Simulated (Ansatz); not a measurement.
**Phonons of Sc3PbC (Pm-3m) against volume**

Does Sc3PbC (Pm-3m) expand much on heating, by its phonons?

Method: DFT PBEsol, scalar-relativistic, plane waves, PAW; PAW set soft_1, in Ansatz 0.2.0.

### Step 1. Starting point

The structure is cubic, space group Pm-3m (No. 221). The conventional cell has a = 4.506 Å, b = 4.506 Å, c = 4.506 Å, α = 90.00°, β = 90.00°, γ = 90.00°. Nearest to Sc lie 2 C at 2.25 Å and 8 Sc at 3.19 Å and 4 Pb at 3.19 Å. Nearest to Pb lie 12 Sc at 3.19 Å. Nearest to C lie 6 Sc at 2.25 Å. Farther neighbours are not listed.

### Step 2. Response at finite wavevector

The cell comes from relaxations at this level that are not shown. Stability and thermal properties need the whole zone. Linear response on a 4×4×4 q mesh gives force constants as far as a supercell of that size would.

The input, input.yaml:

```yaml
crystal:
  lattice:
    - [4.5063304825, 0.0, 0.0]
    - [0.0, 4.5063304825, 0.0]
    - [0.0, 0.0, 4.5063304825]
  atoms:
    - { symbol: Sc, position: [0.0, 0.5, 0.5] }
    - { symbol: Sc, position: [0.5, 0.5, 0.0] }
    - { symbol: Sc, position: [0.5, 0.0, 0.5] }
    - { symbol: Pb, position: [0.0, 0.0, 0.0] }
    - { symbol: C, position: [0.5, 0.5, 0.5] }
kpoints:
  mp_grid: { grid: [8, 8, 8] }
hamiltonian:
  xc: pbesol
  pseudopotentials: { kind: paw, azcp: { folder: soft_1 }, xc_functional: pbe }
scf:
  occupations: { method: methfessel_paxton, width: 0.2 }
output:
  eigenvalues: true
phonons:
  method: dfpt
  qmesh: [4, 4, 4]
  temperatures: { t_max: 1000, t_step: 50 }
  qpath:
    path:
      - [[0.0, 0.0, 0.0], [0.0, 0.5, 0.0], [0.5, 0.5, 0.0], [0.0, 0.0, 0.0], [0.5, 0.5, 0.5], [0.0, 0.5, 0.0]]
      - [[0.5, 0.5, 0.5], [0.5, 0.5, 0.0]]
    npoints: 10
```

Command:

```sh
ansatz run input.yaml --threads 4 --pin off --max-ram 10240MiB --backend cpu --events-out ev --progress --plain --runs-dir out
```

Numbers of over 12 decimals in the logs are rounded to 6 here.

What it wrote:

```text
Engine: ansatz 0.2.0, x86_64-unknown-linux-gnu
Pseudopotentials: kind: paw
Pseudopotential: Sc, paw, valence charge 11, recommended cutoff 420 eV (normal), soft_1/Sc.paw.azcp
Pseudopotential: Pb, paw, valence charge 14, recommended cutoff 420 eV (normal), soft_1/Pb.paw.azcp
Pseudopotential: C, paw, valence charge 4, recommended cutoff 420 eV (normal), soft_1/C.paw.azcp
Functional definition: PBEsol
  exchange = pbesol_x
  correlation = pbesol_c
Crystal: 5 atoms, lattice volume = 91.510 Å³
Basis set: ecut = 420 eV, 1791 PW (Γ), exchange–correlation on 64×64×64 points (8 copies of the dense FFT grid, shifted against one another)
Bands: 31, of which v1, the nominal top of the filled ones, is band 26 counted from 1 (25 counted from 0)
Symmetry: 48 space group operations
k-points: 35 of 512
Non-local potential: Sc, projectors of the file, l = 0: 3, l = 1: 2, l = 2: 3, l = 3: 1
Non-local potential: Pb, projectors of the file, l = 0: 2, l = 1: 2, l = 2: 2, l = 3: 1
Non-local potential: C, projectors of the file, l = 0: 2, l = 1: 2, l = 2: 1
PAW form: soft (Blöchl's): semilocal exchange-correlation on the pseudo side does not see the compensation charge
PAW frozen core: Sc, regenerated for the run's functional, and the local potential with it (the file was generated under x = pbe(κ = 0.804, μ = 0.219515), c = pbe(β = 0.066725))
PAW frozen core: Pb, regenerated for the run's functional, and the local potential with it (the file was generated under x = pbe(κ = 0.804, μ = 0.219515), c = pbe(β = 0.066725))
PAW frozen core: C, regenerated for the run's functional, and the local potential with it (the file was generated under x = pbe(κ = 0.804, μ = 0.219515), c = pbe(β = 0.066725))
PAW one-centre angular grid: Sc, 590 points (default); XC on 64 Gauss nodes
PAW one-centre angular grid: Pb, 590 points (default); XC on 64 Gauss nodes
PAW one-centre angular grid: C, 110 points (default); XC on 64 Gauss nodes
Initial density: superposition of atomic densities (chi_scale 0.1, normalization cell, long waves kept (reshape's long-wave potential 0.00 eV rms))
Initial wavefunctions: pseudopotential atomic-orbital guess
Functional: x = pbesol(κ = 0.804, μ = 0.123457), c = pbesol(β = 0.046)
SCF iter   1: F=—  HF=-18346.180094 eV  |F-HF|=—  |Δ(HF+E_count)|=         —  Δρ=7.81e-2  dr2=1.62e1  ethr=3.10e-3  ⟨swp⟩=5.6  Hψ=9663  notcnv=0
automatic band count: the SCF goes on with 36 bands, as 31 were too few: they end inside the smearing window of the response
preconditioner: auto → Kerker (q_TF=auto, 2.475 Å⁻¹)  [metal: Δε(μ)=0.047 eV  Ē_g=9.390 eV  σ=0.200 eV  W_gap=0.20  n_scr=26 (ndim 8)  ℏωp=20.2 eV  f_vac=0.000  D(μ)=2.44/eV (n_scr^D=18)]
SCF iter   2: F=—  HF=-18343.208735 eV  |F-HF|=—  |Δ(HF+E_count)|=    2.97e0  S|Δr|=    0.00e0  Δρ=4.07e-2  dr2=5.41e0  ethr=3.10e-3  ⟨swp⟩=2.4  Hψ=2343  notcnv=0  defer=87
SCF iter   3: F=—  HF=-18341.824486 eV  |F-HF|=—  |Δ(HF+E_count)|=    1.38e0  S|Δr|=    0.00e0  Δρ=1.17e-2  dr2=3.04e-1  ethr=3.10e-3  ⟨swp⟩=2.7  Hψ=2378  notcnv=0  defer=80
SCF iter   4: F=—  HF=-18341.729915 eV  |F-HF|=—  |Δ(HF+E_count)|=   9.46e-2  S|Δr|=    0.00e0  Δρ=2.27e-3  dr2=8.40e-3  ethr=5.96e-4  ⟨swp⟩=2.1  Hψ=1819  notcnv=0  defer=71
SCF iter   5: F=—  HF=-18341.728120 eV  |F-HF|=—  |Δ(HF+E_count)|=   1.79e-3  S|Δr|=    0.00e0  Δρ=7.91e-4  dr2=5.66e-4  ethr=1.65e-5  ⟨swp⟩=2.0  Hψ=1490  notcnv=0  defer=71
SCF iter   6: F=—  HF=-18341.728085 eV  |F-HF|=—  |Δ(HF+E_count)|=   3.51e-5  S|Δr|=    0.00e0  Δρ=1.65e-4  dr2=2.11e-5  ethr=1.11e-6  ⟨swp⟩=2.3  Hψ=1686  notcnv=0  defer=71
SCF iter   7: F=—  HF=-18341.728083 eV  |F-HF|=—  |Δ(HF+E_count)|=   2.38e-6  S|Δr|=    0.00e0  Δρ=3.13e-5  dr2=9.91e-7  ethr=4.15e-8  ⟨swp⟩=2.9  Hψ=1786  notcnv=0  defer=71
SCF iter   8: F=—  HF=-18341.728081 eV  |F-HF|=—  |Δ(HF+E_count)|=   1.45e-6  S|Δr|=    0.00e0  Δρ=1.13e-5  dr2=1.02e-7  ethr=1.94e-9  ⟨swp⟩=2.0  Hψ=1993  notcnv=0  defer=71
SCF iter   9: F=—  HF=-18341.728081 eV  |F-HF|=—  |Δ(HF+E_count)|=   1.26e-8  S|Δr|=    0.00e0  Δρ=1.97e-6  dr2=3.84e-9  ethr=2.01e-10  ⟨swp⟩=2.2  Hψ=1592  notcnv=0  defer=71
SCF iter  10: F=—  HF=-18341.728081 eV  |F-HF|=—  |Δ(HF+E_count)|=  1.75e-10  S|Δr|=    0.00e0  Δρ=5.45e-7  dr2=2.21e-10  ethr=7.53e-12  ⟨swp⟩=2.0  Hψ=1631  notcnv=0  defer=71
SCF iter  11: F=—  HF=-18341.728081 eV  |F-HF|=—  |Δ(HF+E_count)|=  4.73e-11  S|Δr|=    0.00e0  Δρ=1.48e-7  dr2=1.92e-11  ethr=1.00e-12  ⟨swp⟩=2.0  Hψ=1474  notcnv=0  defer=71
SCF iter  12: F=-18341.728081 eV  HF=-18341.728081 eV  |F-HF|=3.64e-12  |Δ(HF+E_count)|=  3.64e-12  S|Δr|=    0.00e0  Δρ=3.31e-8  dr2=9.35e-13  ethr=1.00e-12  ⟨swp⟩=12.2  Hψ=5859  notcnv=0
SCF 1 converged in 12 iterations: F = -18341.728081 eV  dr2 = 9.35e-13
  greatest PAW one-centre occupation: 0.998 electrons in one spin orbital (limit 2), on the Sc atom at site 0 (counted from 0), in its partial waves of l = 0
phonons: the bands overlap, so this run is a metal and interpolates without the dipole-dipole term. If the crystal is really an insulator or semiconductor, its LO-TO splitting is missing
NSCF: frozen V_eff on 35 k-points
NSCF: frozen V_eff on 125 k-points
DFPT response loops at q = (0, 0, 0) (fractional): preconditioner auto → Kerker (q_TF=auto, 2.475 Å⁻¹) (partly filled bands, converged f_vac=0.000); β = 1.00, the filter's whole step (`scf.mixing.beta` (0.50) is not read by the response loops under this deck's `scf.mixing.preconditioner`; to damp them name `kerker` or `kerker_dos`, under which they read `scf.mixing.beta`, and type it under 1.00, their step now; both keys bind the ground state too); Broyden in place of MSR1
NSCF: frozen V_eff on 400 k-points
DFPT response loops at q = (0, 0, 0.25) (fractional): mixed as the last ones told, above
NSCF: frozen V_eff on 250 k-points
DFPT response loops at q = (0, 0, -0.5) (fractional): mixed as the last ones told, above
NSCF: frozen V_eff on 640 k-points
DFPT response loops at q = (0, 0.25, 0.25) (fractional): mixed as the last ones told, above
NSCF: frozen V_eff on 400 k-points
DFPT response loops at q = (0, 0.25, -0.5) (fractional): mixed as the last ones told, above
NSCF: frozen V_eff on 250 k-points
DFPT response loops at q = (0, -0.5, -0.5) (fractional): mixed as the last ones told, above
NSCF: frozen V_eff on 1024 k-points
DFPT response loops at q = (0.25, 0.25, 0.25) (fractional): mixed as the last ones told, above
NSCF: frozen V_eff on 640 k-points
DFPT response loops at q = (0.25, 0.25, -0.5) (fractional): mixed as the last ones told, above
NSCF: frozen V_eff on 400 k-points
DFPT response loops at q = (0.25, -0.5, -0.5) (fractional): mixed as the last ones told, above
NSCF: frozen V_eff on 250 k-points
DFPT response loops at q = (-0.5, -0.5, -0.5) (fractional): mixed as the last ones told, above
SCF converged after 12 iterations
Stability not checked: this state was not tested for a lower state beside it, because cold or Methfessel-Paxton smearing, or corrected tetrahedra, fill the levels in a way that the test cannot read (fill_not_monotonic; see scf.lower_state_search)
Free energy (F): -18341.728081 eV
Harris-Foulkes:  -18341.728081 eV  (|F-HF|=3.64e-12)
Internal energy: -18341.725013 eV  (E = F + TS)
E sigma→0 (E₀):  -18341.727314 eV
Entropy (-TS):   -0.003068 eV (-0.614 meV/atom)
Fermi energy:    12.414799 eV
--- Per-component energies (eV) ---
  E_band       = -403.287016
  E_kinetic    = 1009.467509
  E_local      = -3212.104468  (includes V_loc(G=0)·N_el)
  E_nonlocal   = 761.449023
  E_hartree    = 1178.424564
  E_xc         = -507.769343
  E_vxc        = -513.940832  (∫ρ·V_xc dr)
  E_paw        = -13245.456177  (= ΣΔE_a)
  E_vpaw       = -805.007488  (= ΣTr[D̂ρ^β])
  E_aug_tail   = 0.000132  (compensation charges beyond the density's cutoff)
  E_ewald      = -4326.206600
  E_core_change = 0.470346  (= ΣΔE_core)
  E_smearing   = -0.003068  (= −TS)
  E_closure    = -0.000000  (closes the sum)
  Σ components = -18341.728081   (vs F -18341.728081, Δ=0.00e0)
--- Band table (eV; the first three rows and the last of 35) ---
  k-point 0: bands = [... 22 lower, 11.3775, 11.3775, 11.8755, 11.8755, 11.8755, 13.4664, 13.4664, 13.4664, ... 6 higher]
  k-point 1: bands = [... 22 lower, 11.4260, 11.4943, 11.6355, 11.6355, 11.9144, 12.8373, 13.6860, 13.6860, ... 6 higher]
  k-point 2: bands = [... 22 lower, 10.6840, 11.2121, 11.2121, 11.8216, 12.0179, 12.8141, 14.0462, 14.0462, ... 6 higher]
  k-point 34: bands = [... 22 lower, 10.0123, 10.0123, 10.0123, 13.2893, 13.2893, 13.2893, 13.5745, 13.5745, ... 6 higher]
--- Phonons (Γ-DFPT): 4 representative perturbations + reference (Σ response iterations 12) ---
  ASR residual: 1.355e-5 → 0.000e0 eV/Å²; symmetrization residual: 1.622e-6 eV/Å²
  ASR residual per site (eV/Å²): 2.72e-6 2.72e-6 2.72e-6 1.36e-5 8.38e-6
  Γ frequencies (cm⁻¹): 0.00 0.00 0.00 126.13 126.13 126.13 219.26 219.26 219.26 270.98 270.98 270.98 502.34 502.34 502.34
--- Phonons (arbitrary-q DFPT): 10 irreducible q on the 4×4×4 mesh ---
  q = [0.0000, 0.0000, 0.0000] (star 1, of the zone-centre solve; hermiticity 2.64e-7, symmetrization 5.52e-12): -0.00 -0.00 0.00 126.13 126.13 126.13 219.26 219.26 219.26 270.98 270.98 270.98 502.34 502.34 502.34
  q = [0.0000, 0.0000, 0.2500] (star 6, 9 solved perturbations in 1560 linear systems a pass and spin channel, the states on 200 of 512 k-point pairs; hermiticity 3.14e-7, symmetrization 1.60e-12): 57.18 57.18 76.91 134.96 134.96 166.63 197.76 211.43 211.43 263.17 263.17 282.98 498.03 498.03 512.04
  q = [0.0000, 0.0000, -0.5000] (star 3, 9 solved perturbations in 975 linear systems a pass and spin channel, the states on 125 of 512 k-point pairs; hermiticity 1.48e-7, symmetrization 1.96e-8): 79.68 79.68 92.06 147.80 147.80 171.81 193.95 202.88 202.88 254.04 254.04 301.61 492.04 492.04 547.68
  q = [0.0000, 0.2500, 0.2500] (star 12, 9 solved perturbations in 2460 linear systems a pass and spin channel, the states on 320 of 512 k-point pairs; hermiticity 5.31e-7, symmetrization 7.11e-14): 68.45 71.54 86.30 147.15 152.28 175.60 189.88 203.49 212.62 253.01 266.14 295.34 499.49 506.89 512.73
  q = [0.0000, 0.2500, -0.5000] (star 12, 15 solved perturbations on 200 of 512 k-point pairs; hermiticity 5.91e-7, symmetrization 8.69e-9): 79.47 83.21 86.38 139.82 163.13 181.01 188.33 196.18 225.04 239.42 264.83 317.84 498.93 508.42 537.00
  q = [0.0000, -0.5000, -0.5000] (star 3, 9 solved perturbations in 975 linear systems a pass and spin channel, the states on 125 of 512 k-point pairs; hermiticity 3.17e-7, symmetrization 2.49e-8): 82.45 82.45 87.49 109.11 187.15 187.15 198.37 198.37 207.26 213.07 271.13 337.09 498.59 526.25 526.25
  q = [0.2500, 0.2500, 0.2500] (star 8, 4 solved perturbations in 1376 linear systems a pass and spin channel, the states on 512 of 512 k-point pairs; hermiticity 3.97e-7, symmetrization 6.06e-13): 76.16 76.16 89.86 147.10 147.10 176.08 205.29 210.62 210.62 262.81 262.81 306.12 507.48 507.48 509.75
  q = [0.2500, 0.2500, -0.5000] (star 12, 9 solved perturbations in 2460 linear systems a pass and spin channel, the states on 320 of 512 k-point pairs; hermiticity 3.25e-7, symmetrization 1.09e-8): 81.06 84.35 85.43 143.13 149.50 158.07 208.87 221.75 226.75 256.80 266.25 327.96 506.54 508.02 527.31
  q = [0.2500, -0.5000, -0.5000] (star 6, 9 solved perturbations in 1560 linear systems a pass and spin channel, the states on 200 of 512 k-point pairs; hermiticity 2.28e-7, symmetrization 3.20e-8): 83.28 83.28 84.76 122.92 151.84 151.84 223.00 226.48 226.48 256.58 275.29 346.14 502.13 518.29 518.29
  q = [-0.5000, -0.5000, -0.5000] (star 1, 4 solved perturbations in 350 linear systems a pass and spin channel, the states on 125 of 512 k-point pairs; hermiticity 5.69e-8, symmetrization 3.09e-12): 83.47 83.47 83.47 134.68 134.68 134.68 240.18 240.18 240.18 279.64 279.64 367.94 519.54 519.54 519.54
  sum rule: each row above includes the acoustic sum rule's correction from the zone centre's row sums; it moved no ω² by more than (0.44 cm⁻¹)²
  mesh force constants: q→R imaginary residual 6.77e-19; ASR residual 1.355e-5 → 0.000e0 eV/Å²; symmetrization residual 1.155e-14 eV/Å²
  interpolated dispersion: 62 rows × 15 modes
  density of states and harmonic sums: on the 16×16×16 q-mesh, interpolated from the force constants of a 4×4×4 supercell (no non-analytic term)
  largest difference from the sums on the solved wave vectors: F 1.27e-2 eV, S 1.66e-5 and C_V 3.98e-6 eV/K
  zero-point energy: 0.228805 eV/cell   skipped modes (ω ≤ 0): 3   left out of the sums: 4.88e-5 of the cell's modes: C_V's classical limit lies that fraction below 3 k_B per atom; for a crystal, a wire or a layer, F and S can be off by more, and a phonons.interpolated_qmesh denser along its periods is the remedy for the sampling
```

Wall time 13 min (4 threads of AMD EPYC 9R14 (Zen 4), shared host); peak memory 3.9 GiB.

In the SCF lines HF is the Harris–Foulkes energy and dr2 the Hartree energy of the density residual, in eV; the loop may stop once dr2 is under the threshold and the program's other checks hold. Hψ counts applications of the Hamiltonian.

Numbers from this step:

- volume per atom: 18.30 Å³
- gap on the k-mesh: 0 eV
- sum-rule residual before enforcement: 1.36e-5 eV/Å²
- lowest frequency on the path: 0 cm⁻¹
- point group: m-3m
- highest frequency on the path or at a solved wavevector: 547.7 cm⁻¹
- mean frequency: 246.1 cm⁻¹
- Debye temperature (second moment): 534 K
- logarithmic mean frequency: 203.8 cm⁻¹
- highest optical mode at the zone centre (no LO-TO term): 502.3 cm⁻¹
- lowest optical zone-centre mode: 126.1 cm⁻¹
- lowest mode on the q mesh (acoustic modes at Γ apart): 57.18 cm⁻¹
- zero-point energy per atom: 45.76 meV
- heat capacity at 300 K: 21.69 J/(mol atoms K)
- vibrational entropy at 300 K: 27.30 J/(mol atoms K)
- edges of the widest gap between branches, on path and mesh: 367.9, 492 cm⁻¹

Frequencies (cm⁻¹) solved at each irreducible wavevector; negative means imaginary. Frequencies by wavevector, by row:

| q in reciprocal lattice units | star | mode 1 | mode 2 | mode 3 | mode 4 | mode 13 | mode 14 | mode 15 |
| --- | --- | --- | --- | --- | --- | --- | --- | --- |
| 0 0 0 | 1 | 0 | 0 | 0 | 126.1 | 502.3 | 502.3 | 502.3 |
| 0 0 0.25 | 6 | 57.2 | 57.2 | 76.9 | 135 | 498 | 498 | 512 |
| 0 0 -0.5 | 3 | 79.7 | 79.7 | 92.1 | 147.8 | 492 | 492 | 547.7 |
| 0 0.25 0.25 | 12 | 68.5 | 71.5 | 86.3 | 147.2 | 499.5 | 506.9 | 512.7 |
| 0 0.25 -0.5 | 12 | 79.5 | 83.2 | 86.4 | 139.8 | 498.9 | 508.4 | 537 |
| 0 -0.5 -0.5 | 3 | 82.5 | 82.5 | 87.5 | 109.1 | 498.6 | 526.2 | 526.2 |
| 0.25 0.25 0.25 | 8 | 76.2 | 76.2 | 89.9 | 147.1 | 507.5 | 507.5 | 509.8 |
| 0.25 0.25 -0.5 | 12 | 81.1 | 84.3 | 85.4 | 143.1 | 506.5 | 508 | 527.3 |
| 0.25 -0.5 -0.5 | 6 | 83.3 | 83.3 | 84.8 | 122.9 | 502.1 | 518.3 | 518.3 |
| -0.5 -0.5 -0.5 | 1 | 83.5 | 83.5 | 83.5 | 134.7 | 519.5 | 519.5 | 519.5 |

Symmetry leaves 10 wavevectors to solve. The lowest mode among them, the acoustic zeros apart, lies at q = (0, 0, 0.25) and is real, 57.2 cm⁻¹.

### Step 3. Relaxing at another volume, volume ratio 0.97

The volume is scaled by 0.97 and held; symmetry leaves nothing to relax, so this is a single point. The modes can then be followed against volume.

input.yaml, the sections that differ from step 2:

```yaml
crystal:
  lattice:
    - [4.4608088804, 0.0, 0.0]
    - [0.0, 4.4608088804, 0.0]
    - [0.0, 0.0, 4.4608088804]
  atoms:
    - { symbol: Sc, position: [0.0, 0.5, 0.5] }
    - { symbol: Sc, position: [0.5, 0.5, 0.0] }
    - { symbol: Sc, position: [0.5, 0.0, 0.5] }
    - { symbol: Pb, position: [0.0, 0.0, 0.0] }
    - { symbol: C, position: [0.5, 0.5, 0.5] }
output:
  forces: true
  stress: true
  eigenvalues: true
# kpoints, hamiltonian, scf: as in step 2
# phonons: removed
```

What it wrote:

```text
[...]
Crystal: 5 atoms, lattice volume = 88.765 Å³
Basis set: ecut = 420 eV, 1743 PW (Γ), exchange–correlation on 60×60×60 points (8 copies of the dense FFT grid, shifted against one another)
Bands: 31, of which v1, the nominal top of the filled ones, is band 26 counted from 1 (25 counted from 0)
Symmetry: 48 space group operations
[...]
k-points: 35 of 512
[...]
k-point 0: bands = [... 22 lower, 11.7921, 11.7921, 12.2853, 12.2853, 12.2853, 13.9595, 13.9595, 13.9595, ... 1 higher]
  k-point 1: bands = [... 22 lower, 11.8572, 11.9123, 12.0464, 12.0464, 12.3247, 13.3385, 14.1772, 14.1772, ... 1 higher]
  k-point 2: bands = [... 22 lower, 11.1145, 11.6208, 11.6208, 12.2492, 12.4294, 13.2993, 14.5426, 14.5426, ... 1 higher]
  k-point 34: bands = [... 22 lower, 10.4312, 10.4312, 10.4312, 13.7711, 13.7711, 13.7711, 14.0497, 14.0497, ... 1 higher]
[key lines of the parts left out:]
SCF converged after 9 iterations
Free energy (F): -18341.699721 eV
Fermi energy:    12.848897 eV
P = ⅓ Tr σ = 3.3948 GPa (33.948 kbar)
```

It took 1.1 s on 4 threads; peak memory 0.51 GiB.

Numbers from this step:

| Quantity | Value |
| --- | --- |
| pressure | 3.395 GPa |
| volume per atom | 17.75 Å³ |

The run ends at a pressure of 3.39 GPa.

(Continued in part 2 of 2.)

[Logs are printed without paths, hosts, clocks, repeated set-up lines and the standing remarks that a program may print on its own settings, such as how far it seeks lower states.]

[Hosts, paths, dates, database ids (printed as entryN), source tags and the programs' standing remarks are cut or masked in the printed files.]
